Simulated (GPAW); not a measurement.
# AlH3 (R-3c): G0W0 with GPAW, start to end

How does a plane-wave GW calculation on AlH3 (R-3c) run from the first input to the gap?

Program: GPAW 26.7.0. Level of theory: LDA and many-body steps on it, plane waves. Results are calculated unless marked as measured.

This is a report of a sequence of runs, with most program output left out.

## (1) The structure

It takes space group R-3c (No. 167, trigonal). Conventional cell: a = 4.449 Å, b = 4.449 Å, c = 11.804 Å, α = 90.00°, β = 90.00°, γ = 120.00°. Nearest to Al lie 6 H at 1.72 Å. H has 2 Al at 1.72 Å nearest. Farther neighbours are not listed.

The cell and positions come from the Crystallography Open Database and are kept as given unless a step says otherwise.

## (2) Ground state

This step: GPAW 26.7.0; DFT, LDA, plane waves, PAW.

The ground-state density comes first.

run.py reads:

```python
import json
import numpy as np
from gpaw.mpi import world
from ase import Atoms
from gpaw import GPAW, PW, FermiDirac

atoms = Atoms(['Al', 'Al', 'H', 'H', 'H', 'H', 'H', 'H'],
    cell=[[2.2246500000, 1.2844022764, 3.9345666667],
      [-2.2246500000, 1.2844022764, 3.9345666667],
      [0.0000000000, -2.5688045527, 3.9345666667]],
    scaled_positions=[[0.0000000000, 0.0000000000, 0.0000000000],
      [0.5000000000, 0.5000000000, 0.5000000000],
      [0.8780000000, 0.6220000000, 0.2500000000],
      [0.2500000000, 0.8780000000, 0.6220000000],
      [0.6220000000, 0.2500000000, 0.8780000000],
      [0.1220000000, 0.3780000000, 0.7500000000],
      [0.7500000000, 0.1220000000, 0.3780000000],
      [0.3780000000, 0.7500000000, 0.1220000000]],
    pbc=(True, True, True))
calc = GPAW(mode=PW(600),
    xc='LDA',
    kpts={'size': (6, 6, 6), 'gamma': True},
    occupations=FermiDirac(0.001),
    nbands=-10,
    convergence={'density': 1e-6, 'bands': -3},
    maxiter=100,
    txt='gs.txt')
atoms.calc = calc
res = {'energy': atoms.get_potential_energy()}
kpts = calc.get_ibz_k_points()
res['kpts'] = kpts
res['eigenvalues'] = [calc.get_eigenvalues(kpt=k) for k in range(len(kpts))]
res['n_electrons'] = calc.get_number_of_electrons()
calc.write('gs.gpw')

if world.rank == 0:
    with open('result.json', 'w') as f:
        json.dump(res, f, default=lambda x: x.tolist())
```

On the command line:

```sh
$ mpirun -n 4 gpaw python run.py
```

Elapsed: 10 s, on 4 MPI ranks of Arm Neoverse V1, shared host; peak memory 0.8 GiB.

Numbers from this step:

- total energy: -29.45 eV
- gap: 1.956 eV
- k of the valence top: 0.5, 0, 0.3333
- k of the conduction bottom: 0, 0, 0
- least direct gap: 2.007 eV

The gap is indirect, with the least direct gap 0.05 eV higher.

## (3) Bands along the symmetry lines

The cheap functional maps the bands first; the places of the edges decide which points the dearer methods must see.

run.py reads:

```python
import json
import numpy as np
from gpaw.mpi import world
from gpaw import GPAW

path = [[0.000000, 0.000000, 0.000000],
    [0.062500, 0.062500, 0.062500],
    [0.125000, 0.125000, 0.125000],
    [0.187500, 0.187500, 0.187500],
    [0.250000, 0.250000, 0.250000],
    [0.312500, 0.312500, 0.312500],
    [0.375000, 0.375000, 0.375000],
    [0.437500, 0.437500, 0.437500],
    [0.500000, 0.500000, 0.500000],
    [0.532786, 0.467214, 0.500000],
    [0.565573, 0.434427, 0.500000],
    [0.598359, 0.401641, 0.500000],
    [0.631146, 0.368854, 0.500000],
    [0.663932, 0.336068, 0.500000],
    [0.696718, 0.303282, 0.500000],
    [0.729505, 0.270495, 0.500000],
    [0.762291, 0.237709, 0.500000],
    [0.500000, -0.237709, 0.237709],
    [0.500000, -0.207995, 0.207995],
    [0.500000, -0.178282, 0.178282],
    [0.500000, -0.148568, 0.148568],
    [0.500000, -0.118854, 0.118854],
    [0.500000, -0.089141, 0.089141],
    [0.500000, -0.059427, 0.059427],
    [0.500000, -0.029714, 0.029714],
    [0.500000, 0.000000, 0.000000],
    [0.437500, 0.000000, 0.000000],
    [0.375000, 0.000000, 0.000000],
    [0.312500, 0.000000, 0.000000],
    [0.250000, 0.000000, 0.000000],
    [0.187500, 0.000000, 0.000000],
    [0.125000, 0.000000, 0.000000],
    [0.062500, 0.000000, 0.000000],
    [0.000000, 0.000000, 0.000000],
    [0.046107, -0.046107, 0.000000],
    [0.092214, -0.092214, 0.000000],
    [0.138320, -0.138320, 0.000000],
    [0.184427, -0.184427, 0.000000],
    [0.230534, -0.230534, 0.000000],
    [0.276641, -0.276641, 0.000000],
    [0.322748, -0.322748, 0.000000],
    [0.368854, -0.368854, -0.000000],
    [0.631146, 0.000000, 0.368854],
    [0.614752, 0.000000, 0.385248],
    [0.598359, 0.000000, 0.401641],
    [0.581966, 0.000000, 0.418034],
    [0.565573, 0.000000, 0.434427],
    [0.549180, 0.000000, 0.450820],
    [0.532786, 0.000000, 0.467214],
    [0.516393, 0.000000, 0.483607],
    [0.500000, 0.000000, 0.500000],
    [0.437500, 0.000000, 0.437500],
    [0.375000, 0.000000, 0.375000],
    [0.312500, 0.000000, 0.312500],
    [0.250000, 0.000000, 0.250000],
    [0.187500, 0.000000, 0.187500],
    [0.125000, 0.000000, 0.125000],
    [0.062500, 0.000000, 0.062500],
    [0.000000, 0.000000, 0.000000]]
calc = GPAW('gs.gpw').fixed_density(kpts=path,
    symmetry='off',
    nbands=16,
    convergence={'bands': 12},
    txt='bands.txt')
res = {}
kpts = calc.get_ibz_k_points()
res['kpts'] = kpts
res['eigenvalues'] = [calc.get_eigenvalues(kpt=k) for k in range(len(kpts))]
res['n_electrons'] = calc.get_number_of_electrons()

if world.rank == 0:
    with open('result.json', 'w') as f:
        json.dump(res, f, default=lambda x: x.tolist())
```

On the command line:

```sh
$ mpirun -n 4 gpaw python run.py
```

Elapsed: 11 s, on 4 MPI ranks; peak memory 0.85 GiB.

Numbers from this step:

| Item | Value |
| --- | --- |
| gap | 1.943 eV |
| k of the valence top | 0.582, 0, 0.418 |
| k of the conduction bottom | 0, 0, 0 |
| least direct gap | 2.007 eV |

The gap is 1.943 eV, −0.013 eV from the run before at this level.

The electronic bands at the labelled points (eV, zero at the top of the highest filled band; v1 is the highest filled band, c1 the lowest empty one):

| point | v4 | v3 | v2 | v1 | c1 | c2 | c3 | c4 |
| --- | --- | --- | --- | --- | --- | --- | --- | --- |
| Γ | -1.80 | -1.80 | -0.06 | -0.06 | 1.94 | 5.60 | 5.68 | 5.68 |
| halfway | -1.71 | -1.71 | -0.52 | -0.52 | 3.50 | 5.78 | 6.07 | 6.07 |
| T | -1.29 | -1.29 | -1.29 | -1.29 | 4.53 | 4.53 | 8.16 | 8.16 |
| halfway | -2.91 | -2.91 | -0.63 | -0.63 | 5.42 | 5.42 | 7.05 | 7.05 |
| H2 | -4.05 | -4.05 | -0.72 | -0.72 | 5.64 | 5.64 | 8.12 | 8.12 |
| jump to H0 | -4.05 | -4.05 | -0.72 | -0.72 | 5.64 | 5.64 | 8.12 | 8.12 |
| halfway | -2.92 | -2.92 | -1.09 | -1.09 | 5.11 | 5.11 | 7.03 | 7.03 |
| L | -1.75 | -1.75 | -1.41 | -1.41 | 3.66 | 3.66 | 7.41 | 7.41 |
| halfway | -2.20 | -1.89 | -0.76 | -0.51 | 3.01 | 4.77 | 5.66 | 6.17 |
| Γ | -1.80 | -1.80 | -0.06 | -0.06 | 1.94 | 5.60 | 5.68 | 5.68 |
| halfway | -2.92 | -1.63 | -1.24 | -0.70 | 3.47 | 5.04 | 5.96 | 6.48 |
| S0 | -4.29 | -2.86 | -2.17 | -0.12 | 5.88 | 6.08 | 6.52 | 8.41 |
| jump to S2 | -4.29 | -2.86 | -2.17 | -0.12 | 5.88 | 6.08 | 6.52 | 8.41 |
| halfway | -4.45 | -3.15 | -2.67 | -0.01 | 5.32 | 7.05 | 7.07 | 8.29 |
| F | -3.76 | -3.25 | -3.11 | -0.07 | 5.29 | 7.32 | 7.55 | 7.65 |
| halfway | -2.70 | -2.59 | -1.96 | -0.02 | 4.13 | 5.47 | 6.41 | 6.50 |
| Γ | -1.80 | -1.80 | -0.06 | -0.06 | 1.94 | 5.60 | 5.68 | 5.68 |

## (4) Empty states on the mesh, 4×4×4 mesh, 237 bands

The sums over transitions need many empty states on a uniform mesh; this step solves for them.

run.py reads:

```python
import json
import numpy as np
from gpaw.mpi import world
from gpaw import GPAW

calc = GPAW('gs.gpw').fixed_density(kpts={'size': (4, 4, 4), 'gamma': True},
    parallel={'domain': 1, 'band': 1},
    txt='nscf.txt')
calc.diagonalize_full_hamiltonian(nbands=237)
calc.write('full.gpw', mode='all')
res = {}
kpts = calc.get_ibz_k_points()
res['kpts'] = kpts
res['eigenvalues'] = [calc.get_eigenvalues(kpt=k) for k in range(len(kpts))]
res['n_electrons'] = calc.get_number_of_electrons()

if world.rank == 0:
    with open('result.json', 'w') as f:
        json.dump(res, f, default=lambda x: x.tolist())
```

On the command line:

```sh
$ mpirun -n 4 gpaw python run.py
```

Elapsed: 56 s, on 4 MPI ranks; peak memory 2.4 GiB.

Numbers from this step:

```yaml
gap: 1.959 eV
k_of_the_valence_top: 0.25, 0.25, 0
k_of_the_conduction_bottom: 0, 0, 0
least_direct_gap: 2.007 eV
k_points_computed: 14
lowest_point_of_the_top_converged_band_above_the_valence_top: 123.1865 eV
```

On this mesh the gap is 1.959 eV.

## (5) Screening and self-energy, 4×4×4 mesh, 105 bands, screening to 78 eV

G0W0 replaces the xc potential by the self-energy, built once from these orbitals. Only a window of levels is corrected, while the sums run over the empty bands that the input names.

This step: G0W0 on LDA, plane waves, PAW.

run.py reads:

```python
import json
import numpy as np
from gpaw.mpi import world
from gpaw.response.g0w0 import G0W0

gw = G0W0('full.gpw',
    filename='gw',
    kpts=[0, 4],
    bands=(4, 8),
    ecut=78,
    nbands=105,
    integrate_gamma='WS',
    ppa=True)
gw.calculate()
res = {mode: {k: v for k, v in r.items() if k != 'sigma_eskwn'}
       for mode, r in gw.all_results.items()}

if world.rank == 0:
    with open('result.json', 'w') as f:
        json.dump(res, f, default=lambda x: x.tolist())
```

On the command line:

```sh
$ mpirun -n 4 gpaw python run.py
```

Elapsed: 70 s, on 4 MPI ranks; peak memory 1.2 GiB; 4.7 min of CPU time.

This step gave:

- G0W0 gap on the points computed: 4.088 eV
- least direct G0W0 gap on the computed points: 4.171 eV
- Z at the valence top: 0.7891
- Z at the conduction bottom: 0.8084
- starting gap on the mesh: 1.959 eV
- k of the valence top: 0.25, 0.25, 0
- k of the conduction bottom: 0, 0, 0

The gap on the mesh goes from 1.96 eV to 4.09 eV, a correction of +2.13 eV.

Limits: finite bands, cutoff and mesh. v1 is the top filled band, c1 the lowest empty one. The levels before and after the correction (eV, zero at the valence-band top of each column):

|  | conduction bottom | valence top |
| --- | --- | --- |
| Kohn-Sham | 1.96 | 0.00 |
| G0W0 | 4.09 | 0.00 |

|  | level | energy (eV) |
| --- | --- | --- |
| Kohn-Sham | Γ v2-v1 | -0.049 |
| Kohn-Sham | Γ c1 | 1.959 |
| Kohn-Sham | Γ c2 | 5.618 |
| Kohn-Sham | (0.25 0.25 0) v2 | -1.946 |
| Kohn-Sham | (0.25 0.25 0) v1 | 0.000 |
| Kohn-Sham | (0.25 0.25 0) c1 | 4.147 |
| Kohn-Sham | (0.25 0.25 0) c2 | 5.484 |
| G0W0 | Γ v2-v1 | -0.083 |
| G0W0 | Γ c1 | 4.088 |
| G0W0 | Γ c2 | 7.439 |
| G0W0 | (0.25 0.25 0) v2 | -2.008 |
| G0W0 | (0.25 0.25 0) v1 | 0.000 |
| G0W0 | (0.25 0.25 0) c1 | 6.212 |
| G0W0 | (0.25 0.25 0) c2 | 7.270 |

## (6) Where the time went

Times are wall times on 4 MPI ranks of Arm Neoverse V1, shared host, good to a factor of about two.

| step | time | share | memory (GiB) |
| --- | --- | --- | --- |
| ground state | 10 s | 7 % | 0.8 |
| bands along the symmetry lines | 11 s | 7 % | 0.85 |
| empty states on the mesh | 56 s | 38 % | 2.4 |
| screening and self-energy | 70 s | 48 % | 1.2 |

## (7) What came out

| Item | Value |
| --- | --- |
| LDA gap | 1.94 eV, indirect |
| G0W0 gap on the mesh | 4.09 eV |
| GW settings | 4×4×4 mesh, 105 bands, screening to 78 eV, Godby-Needs plasmon pole |
| known limits | not at the basis limit |

**Reading.** G0W0 moves the gap on the mesh from 1.96 eV to 4.09 eV (+2.13 eV), with Z of 0.79 and 0.81 at the edges. Only 2 of the mesh's irreducible points were corrected, so a valley elsewhere could overtake. Bands and cutoff are finite, so the gap is not at the basis limit. The miss can reach some tenths of an eV and take either sign; the mesh is an error of its own. These stock PAW sets were not made for GW. In the G0W0 run levels were corrected at 2 k points alone, so a gap called «on the mesh» is the least over those, and an edge elsewhere would be missed.

[Paths, hosts, dates, memory and timing lines, banners, echoed tables and standing remarks are left out of the program output.]

[Logs are printed without paths, hosts, clocks, repeated set-up lines and the standing remarks that a program may print on its own settings, such as how far it seeks lower states.]

[Runs of the session that timed out or met a known fault of the program may be left out.]

[Hosts, paths, dates, database ids (printed as entryN), source tags and the programs' standing remarks are cut or masked in the printed files.]
